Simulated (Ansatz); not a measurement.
# Na on V(110): change of the work function, part 4 of 5

How does Na on the shortbridge site change the work function of V(110) as the layer fills?

Ansatz 0.2.0; plane-wave DFT, PBE, Ansatz PAW.

So far, work function, upper face (eV): step 2 (the clean slab) 4.70; step 3 (37 atoms, coverage 0.111 ML, cell 3x3) 2.84; step 4 (17 atoms, coverage 0.25 ML, cell 2x2) 1.89; step 5 (18 atoms, coverage 0.5 ML, cell 2x2) 2.64.

### Step 6. Work function against coverage

This step: plane-wave DFT, PBE, Ansatz PAW; work function against coverage (Ansatz 0.2.0).

The runs are now put side by side.

Numbers from this step:

| Property | Result |
| --- | --- |
| work function of the clean face | 4.699 eV |
| largest change of the work function | -2.812 eV |

Table of work function of the covered face by coverage:

| coverage (adsorbates/nm²) | work function of the covered face (eV) |
| --- | --- |
| 0.00 | 4.70 |
| 1.72 | 2.84 |
| 3.88 | 1.89 |
| 7.75 | 2.64 |

The dipole per adsorbate comes from the change of the cell's dipole. Coverage, by row:

| coverage (1/nm²) | coverage (ML) | work function (eV) | change (eV) | dipole per adsorbate, positive end outwards (debye) | mean height of the added atoms over the highest substrate atom (Å) |
| --- | --- | --- | --- | --- | --- |
| 1.723 | 0.1111 | 2.842 | -1.857 | 2.863 | 2.701 |
| 3.877 | 0.25 | 1.887 | -2.812 | 1.919 | 2.639 |
| 7.753 | 0.5 | 2.64 | -2.059 | 0.7 | 2.798 |

### Step 7. The slab at 0.25 ML, atoms frozen

This step: plane-wave DFT, PBE, Ansatz PAW (Ansatz 0.2.0).

System of this step: NaV16 (Na/V(110)). The cell holds 17 atoms: 16 V and 1 Na. Cell: a = 5.231 Å, b = 5.231 Å, c = 27.287 Å, α = 90.0°, β = 90.0°, γ = 70.5°. Vacuum lies along c.

To see where the charge goes, the covered slab, the bare substrate and the adsorbate layer are each run at the same frozen positions and on the same grid.

Contents of input.yaml:

```yaml
crystal:
  lattice:
    - [4.2709249584, -3.02, 0.0]
    - [4.2709249584, 3.02, 0.0]
    - [0.0, 0.0, 27.2867724351]
  atoms:
    - { symbol: V, position: [0.0, 0.0, 0.329830141] }
    - { symbol: V, position: [0.25, 0.25, 0.4080901288] }
    - { symbol: V, position: [0.0004119843, -0.0011165036, 0.4848710002] }
    - { symbol: V, position: [0.2522023181, 0.2515416223, 0.5567389347] }
    - { symbol: V, position: [0.0, 0.5, 0.329830141] }
    - { symbol: V, position: [0.25, 0.75, 0.4080901288] }
    - { symbol: V, position: [-0.0004119843, 0.5011165036, 0.4848710002] }
    - { symbol: V, position: [0.249391276, 0.7513898617, 0.560002505] }
    - { symbol: V, position: [0.5, 0.0, 0.329830141] }
    - { symbol: V, position: [0.75, 0.25, 0.4080901288] }
    - { symbol: V, position: [0.500877707, -0.0010981192, 0.4845384281] }
    - { symbol: V, position: [0.7477976819, 0.2484583777, 0.5567389347] }
    - { symbol: V, position: [0.5, 0.5, 0.329830141] }
    - { symbol: V, position: [0.75, 0.75, 0.4080901288] }
    - { symbol: V, position: [0.499122293, 0.5010981192, 0.4845384281] }
    - { symbol: V, position: [0.750608724, 0.7486101383, 0.560002505] }
    - { symbol: Na, position: [0.0, 0.25, 0.6566978263] }
kpoints:
  mp_grid: { grid: [6, 6, 1] }
hamiltonian:
  xc: pbe
scf:
  occupations: { method: fermi_dirac, width: 0.1 }
  convergence: { dr2_threshold: 1.0e-08 }
efield:
  axis: 3
  dipole_correction: true
  ramp_position: 0.97
  ramp_width: 0.06
output:
  write_potential: true
  write_density: true
  volumetric_format: npy
```

On the command line:

```bash
> ansatz run input.yaml --threads 4 --pin off --max-ram 12288MiB --backend cpu --events-out ev --progress --plain --runs-dir out
```

Numbers of over 12 decimals in the logs are rounded to 6 here.

What it wrote:

```text
[...]
Crystal: 17 atoms, lattice volume = 703.900 Å³
Basis set: ecut = 420 eV, 13743 PW (Γ)
Bands: 131, of which v1, the nominal top of the filled ones, is band 109 counted from 1 (108 counted from 0)
Symmetry: 2 space group operations
[...]
k-points: 20 of 36
[...]
SCF iter   1: F=—  HF=-48078.322518 eV  |F-HF|=—  |Δ(HF+E_count)|=         —  Δρ=8.42e-3  dr2=5.55e0  ethr=1.77e-3  p=0.494 e·Å  D=1.27e-1 V/Å  ΔV_dip=-3.46 eV  dr2_dipole=2.39e0  V_vac-E_F(+/−)=1.35/4.81 eV  ⟨swp⟩=9.6  Hψ=11378  notcnv=0
[...]
SCF iter  11: F=-48078.222664 eV  HF=-48078.222664 eV  |F-HF|=3.42e-10  |Δ(HF+E_count)|=   6.65e-9  Δρ=3.71e-7  dr2=2.52e-9  ethr=4.61e-12  p=0.413 e·Å  D=1.06e-1 V/Å  ΔV_dip=-2.90 eV  dr2_dipole=1.86e-10  V_vac-E_F(+/−)=1.89/4.78 eV  ⟨swp⟩=14.1  Hψ=7640  notcnv=0
SCF 1 converged in 11 iterations: F = -48078.222664 eV  dr2 = 2.52e-9
[...]
SCF converged after 11 iterations
Free energy (F): -48078.222664 eV
[...]
Internal energy: -48077.313555 eV  (E = F + TS)
E sigma→0 (E₀):  -48077.768109 eV
Entropy (-TS):   -0.909109 eV (-53.477 meV/atom)
Fermi energy:    3.150290 eV
Dipole field:    D = 0.106164 V/Å  (p = 0.412977 e·Å, saw-weighted, corrected)
Work function:   Φ+ = 1.8869 eV   Φ− = 4.7838 eV
[...]
--- Band table (eV; the first three rows and the last of 20) ---
  k-point 0: bands = [... 105 lower, 3.1577, 3.3847, 3.4030, 3.5603, 3.5863, 3.7981, 4.2164, 4.2253, ... 18 higher]
  k-point 1: bands = [... 105 lower, 3.0592, 3.2116, 3.3732, 3.5183, 3.5986, 3.6931, 3.7870, 3.8324, ... 18 higher]
  k-point 2: bands = [... 105 lower, 2.9258, 2.9678, 3.0086, 3.0633, 3.1266, 3.1781, 3.2452, 3.2768, ... 18 higher]
  k-point 19: bands = [... 105 lower, 3.1829, 3.2287, 3.2338, 3.2485, 3.2515, 3.3847, 3.3967, 3.4335, ... 18 higher]
```

Wall time 96 s (4 threads of Arm Neoverse V1, shared host); peak memory 3.1 GiB; 6.3 min of CPU time.

The column dr2 measures how far the density is from self-consistency, as an energy; F and HF (Harris–Foulkes) agree once it is small.

Numbers from this step:

```yaml
energy_at_zero_smearing: -48077.7681 eV
work_function_upper_face: 1.887 eV
work_function_lower_face: 4.784 eV
dipole_along_the_normal: 0.4130 e·Å
step_between_the_vacuum_levels: -2.897 eV
```

The work function of the upper face is 1.89 eV.

### Step 8. The substrate of the 0.25 ML cell alone

System of this step: Na/V(110), substrate alone, atoms held. The cell holds 16 atoms: 16 V. Cell: a = 5.231 Å, b = 5.231 Å, c = 27.287 Å, α = 90.0°, β = 90.0°, γ = 70.5°. Vacuum lies along c.

The second part, atoms unmoved.

input.yaml: that of step 7 with these lines changed.

```diff
@@ -22,3 +22,2 @@
     - { symbol: V, position: [0.750608724, 0.7486101383, 0.560002505] }
-    - { symbol: Na, position: [0.0, 0.25, 0.6566978263] }
 kpoints:
```

What it wrote:

```text
[...]
Crystal: 16 atoms, lattice volume = 703.900 Å³
Basis set: ecut = 420 eV, 13743 PW (Γ)
Bands: 125, of which v1, the nominal top of the filled ones, is band 104 counted from 1 (103 counted from 0)
Symmetry: 2 space group operations
[...]
k-points: 20 of 36
[...]
SCF iter   1: F=—  HF=-46591.108607 eV  |F-HF|=—  |Δ(HF+E_count)|=         —  Δρ=8.23e-3  dr2=6.18e0  ethr=1.77e-3  p=0.027 e·Å  D=7.02e-3 V/Å  ΔV_dip=-0.19 eV  dr2_dipole=2.15e0  V_vac-E_F(+/−)=4.63/4.83 eV  ⟨swp⟩=9.6  Hψ=11516  notcnv=0  defer=5
[...]
SCF iter  11: F=-46591.037145 eV  HF=-46591.037145 eV  |F-HF|=1.63e-9  |Δ(HF+E_count)|=   1.66e-8  Δρ=6.93e-7  dr2=4.53e-9  ethr=4.81e-12  p=0.012 e·Å  D=3.07e-3 V/Å  ΔV_dip=-0.08 eV  dr2_dipole=3.00e-13  V_vac-E_F(+/−)=4.71/4.79 eV  ⟨swp⟩=2.4  Hψ=4646  notcnv=0
SCF 1 converged in 11 iterations: F = -46591.037145 eV  dr2 = 4.53e-9
[...]
SCF converged after 11 iterations
Free energy (F): -46591.037145 eV
[...]
Internal energy: -46590.115605 eV  (E = F + TS)
E sigma→0 (E₀):  -46590.576375 eV
Entropy (-TS):   -0.921541 eV (-57.596 meV/atom)
Fermi energy:    1.945374 eV
Dipole field:    D = 0.003067 V/Å  (p = 0.011931 e·Å, saw-weighted, corrected)
Work function:   Φ+ = 4.7100 eV   Φ− = 4.7937 eV
[...]
--- Band table (eV; the first three rows and the last of 20) ---
  k-point 0: bands = [... 100 lower, 1.8310, 1.9644, 2.1992, 2.2258, 2.3908, 2.3946, 3.1169, 3.1292, ... 17 higher]
  k-point 1: bands = [... 100 lower, 1.7532, 1.8668, 2.0779, 2.1766, 2.3416, 2.4869, 2.5296, 2.7113, ... 17 higher]
  k-point 2: bands = [... 100 lower, 1.6982, 1.7609, 1.7782, 1.8263, 1.9313, 1.9411, 1.9909, 2.0883, ... 17 higher]
  k-point 19: bands = [... 100 lower, 2.0184, 2.0488, 2.0625, 2.0628, 2.0895, 2.1046, 2.1977, 2.2201, ... 17 higher]
```

Elapsed: 91 s, on 4 threads; peak memory 2.9 GiB.

Numbers from this step:

```
energy at zero smearing        : -46590.5764 eV
work function, upper face      : 4.710 eV
work function, lower face      : 4.794 eV
dipole along the normal        : 0.01193 e·Å
step between the vacuum levels : -0.08369 eV
```

The work function of the upper face is 4.71 eV.

### Step 9. The adsorbate layer of the 0.25 ML cell alone

System of this step: Na/V(110), adsorbate layer alone, atoms held. The cell holds 1 atom: 1 Na. Cell: a = 5.231 Å, b = 5.231 Å, c = 27.287 Å, α = 90.0°, β = 90.0°, γ = 70.5°. Vacuum lies along c.

The third part; a free layer of atoms may carry a moment, so spin is on.

input.yaml, the sections that differ from step 8:

```yaml
crystal:
  lattice:
    - [4.2709249584, -3.02, 0.0]
    - [4.2709249584, 3.02, 0.0]
    - [0.0, 0.0, 27.2867724351]
  atoms:
    - { symbol: Na, position: [0.0, 0.25, 0.6566978263], spin: 1.0 }
magnetization:
  spin_polarized: true
# kpoints, hamiltonian, scf, efield, output: as in step 8
```

What it wrote:

```text
[...]
Crystal: 1 atoms, lattice volume = 703.900 Å³
Basis set: ecut = 420 eV, 13743 PW (Γ)
Bands: 9, of which v1, the nominal top of the filled ones, is band 5 counted from 1 (4 counted from 0)
Symmetry: 4 space group operations
k-points: 13 of 36
[...]
Starting moments: Σ|m| = 1 μB on 1 of 1 site
[...]
SCF iter   1: F=—  HF=-1485.243433 eV  |F-HF|=—  |Δ(HF+E_count)|=         —  Δρ=1.64e-2 (↑1.64e-2 ↓1.59e-2)  dr2=2.10e-2  dr2_m=1.69e0  M=0.088 μB ∫|m|=0.115 μB  β_m=0.30  ethr=2.37e-4  p=-0.000 e·Å  D=-6.71e-7 V/Å  ΔV_dip=0.00 eV  dr2_dipole=3.84e-13  V_vac-E_F(+/−)=2.87/2.87 eV  ⟨swp⟩=1.0  Hψ=2338  notcnv=0
[...]
spin=Collinear: LDOS preconditioning applied to the charge; magnetization (m = ρ↑ − ρ↓) channel mixes plain (no charge-response kernel on spin).
SCF iter   2: F=—  HF=-1485.436501 eV  |F-HF|=—  |Δ(HF+E_count)|=   1.93e-1  Δρ=1.16e-2 (↑1.16e-2 ↓1.14e-2)  dr2=1.42e-2  dr2_m=8.56e-1  M=0.070 μB ∫|m|=0.088 μB  β_m=0.30  ethr=2.33e-4  p=-0.000 e·Å  D=-4.32e-7 V/Å  ΔV_dip=0.00 eV  dr2_dipole=4.75e-12  V_vac-E_F(+/−)=2.88/2.88 eV  ⟨swp⟩=2.1  Hψ=316  notcnv=0  κ⁻¹=1.0e0(r=1)
[...]
SCF iter   7: F=—  HF=-1485.632344 eV  |F-HF|=—  |Δ(HF+E_count)|=   6.37e-3  Δρ=2.13e-3 (↑2.13e-3 ↓2.12e-3)  dr2=2.18e-6  dr2_m=2.91e-2  M=0.021 μB ∫|m|=0.025 μB  β_m=0.35  ethr=2.67e-8  p=-0.000 e·Å  D=-2.96e-7 V/Å  ΔV_dip=0.00 eV  dr2_dipole=4.11e-16  V_vac-E_F(+/−)=2.89/2.89 eV  ⟨swp⟩=3.2  Hψ=499  notcnv=0
[...]
spin-set hold released at iteration 7 (site moments contracting): the magnetisation degrees of freedom join the quasi-Newton model from the next iteration; the mixer history was flushed
SCF iter   8: F=—  HF=-1485.635759 eV  |F-HF|=—  |Δ(HF+E_count)|=   3.41e-3  Δρ=1.42e-3 (↑1.42e-3 ↓1.41e-3)  dr2=1.46e-6  dr2_m=1.29e-2  M=0.016 μB ∫|m|=0.019 μB  β_m=0.63  ethr=2.42e-8  p=-0.000 e·Å  D=-2.55e-7 V/Å  ΔV_dip=0.00 eV  dr2_dipole=2.03e-14  V_vac-E_F(+/−)=2.89/2.89 eV  ⟨swp⟩=3.0  Hψ=484  notcnv=0
density mixer auto → msr1: a metal under ldos (density of states about μ 0.90 of a free-electron gas's, 22 screened modes)
SCF iter   9: F=—  HF=-1485.638975 eV  |F-HF|=—  |Δ(HF+E_count)|=   3.22e-3  Δρ=4.77e-5 (↑4.64e-5 ↓4.77e-5)  dr2=2.42e-7  dr2_m=1.43e-5  M=0.004 μB ∫|m|=0.004 μB  β_m=0.81  ethr=1.62e-8  p=-0.000 e·Å  D=-7.88e-8 V/Å  ΔV_dip=0.00 eV  dr2_dipole=1.30e-13  V_vac-E_F(+/−)=2.89/2.89 eV  ⟨swp⟩=3.0  Hψ=490  notcnv=0
[...]
SCF iter  14: F=-1485.639047 eV  HF=-1485.639047 eV  |F-HF|=2.57e-11  |Δ(HF+E_count)|=  7.20e-10  Δρ=1.97e-8 (↑1.68e-8 ↓1.97e-8)  dr2=7.71e-12  dr2_m=1.61e-12  M=-0.000 μB ∫|m|=0.000 μB  ethr=2.49e-12  p=0.000 e·Å  D=1.41e-7 V/Å  ΔV_dip=-0.00 eV  dr2_dipole=3.02e-18  V_vac-E_F(+/−)=2.89/2.89 eV  ⟨swp⟩=3.1  Hψ=668  notcnv=0
SCF 1 converged in 14 iterations: F = -1485.639047 eV  dr2 = 7.71e-12
[...]
WARN: the starting moments were not kept: the SCF closed with an absolute magnetisation of 5.8e-6 μB, where they sum to 1 μB in size (1 site). That is at most 0.1 of that sum. Measured as dr2_m measures the in/out step, that magnetisation stands 7.3e-13 eV from none, at or under the dr2_threshold of 1.0e-8 eV: it is no larger than a step whose dr2_m would equal this threshold. The system may hold no moment; this SCF  [...]
[...]
SCF converged after 14 iterations
Magnetization: -0.0000 μB (4.5000 up, 4.5000 down)
Absolute magnetization: 0.0000 μB (∫|ρ↑−ρ↓|, with the PAW one-centre terms)
[...]
Per-site moments (μB) at R_I (Å): [(-3.7209817290245586e-6, 2.157702)]
Free energy (F): -1485.639047 eV
[...]
Internal energy: -1485.602961 eV  (E = F + TS)
E sigma→0 (E₀):  -1485.621004 eV
Entropy (-TS):   -0.036086 eV (-36.086 meV/atom)
Fermi energy:    -2.582011 eV
Dipole field:    D = 0.000000 V/Å  (p = 0.000001 e·Å, saw-weighted, corrected)
Work function:   Φ+ = 2.8886 eV   Φ− = 2.8887 eV
[...]
--- Band table (eV; the first three rows and the last of 26) ---
[...]
```

Run time: 7.9 s. Hardware: 4 threads; peak memory 0.84 GiB; 30 s of CPU time.

This step gave:

| Item | Value |
| --- | --- |
| energy at zero smearing | -1485.6210 eV |
| work function, upper face | 2.889 eV |
| dipole along the normal | 5.46e-7 e·Å |

At this spacing and smearing the free layer keeps no moment.

### Step 10. Density difference at 0.25 ML

This step: plane-wave DFT, PBE, Ansatz PAW; density difference on adsorption (Ansatz 0.2.0).

The densities of the parts are taken from that of the whole and averaged over planes; the first moment of what is left gives the step in the potential.

Numbers from this step:

- largest charge moved: 0.007973 e/Å²
- potential step from the moved charge: -2.813 eV

The electron density difference oscillates, so the rows of the table below give means over windows of 1 Å about each position, cut where the curve ends. Its maxima inside the range that stand out by 2 % of the span (Å: e/Å³): 13.4: 1.8e-4, 15.2: 5.7e-4, 16.6: 0.0102. Its minima: 12.9: -2.7e-4, 14.8: -0.00200, 15.6: -0.00471, 18.9: -0.00421.

Planar mean, whole system less its parts. Electron density difference against z; means over each step:

| z (Å) | electron density difference (e/Å³) |
| --- | --- |
| 5 | -7.7e-7 |
| 6 | -4.8e-6 |
| 7 | -2.2e-5 |
| 8 | 7.5e-6 |
| 9 | 3.4e-5 |
| 10 | -1.9e-5 |
| 11 | -4.2e-5 |
| 12 | 1.3e-4 |
| 13 | -2.1e-5 |
| 14 | -4.2e-4 |
| 15 | -0.00117 |
| 16 | 0.00215 |
| 17 | 0.00715 |
| 18 | -0.00143 |
| 19 | -0.00385 |
| 20 | -0.00193 |
| 21 | -4.6e-4 |
| 22 | -8.2e-5 |
| 23 | -1.2e-5 |
| 24 | -1.4e-6 |
| 25 | -1.0e-7 |

Planar mean, whole system less its parts. Electrons moved below z against z:

| z (Å) | electrons moved below z (e/Å²) |
| --- | --- |
| 5 | -3.8e-7 |
| 6 | -2.6e-6 |
| 7 | -1.5e-5 |
| 8 | -4.2e-5 |
| 9 | 3.0e-5 |
| 10 | -2.2e-5 |
| 11 | -2.8e-5 |
| 12 | 9.1e-6 |
| 13 | 3.0e-5 |
| 14 | -8.7e-5 |
| 15 | -0.00117 |
| 16 | -0.00249 |
| 17 | 0.00594 |
| 18 | 0.00756 |
| 19 | 0.00407 |
| 20 | 0.00110 |
| 21 | 2.1e-4 |
| 22 | 3.2e-5 |
| 23 | 3.9e-6 |
| 24 | 3.4e-7 |

(Continued in part 5 of 5.)

[Logs are printed without paths, hosts, clocks, repeated set-up lines and the standing remarks that a program may print on its own settings, such as how far it seeks lower states.]

[Hosts, paths, dates, database ids (printed as entryN), source tags and the programs' standing remarks are cut or masked in the printed files.]

[Maps of the electrostatic potential energy from Ansatz leave out the sawtooth potential of an applied field or a dipole correction, so their vacuum need not be flat; planar profiles and work functions include it.]
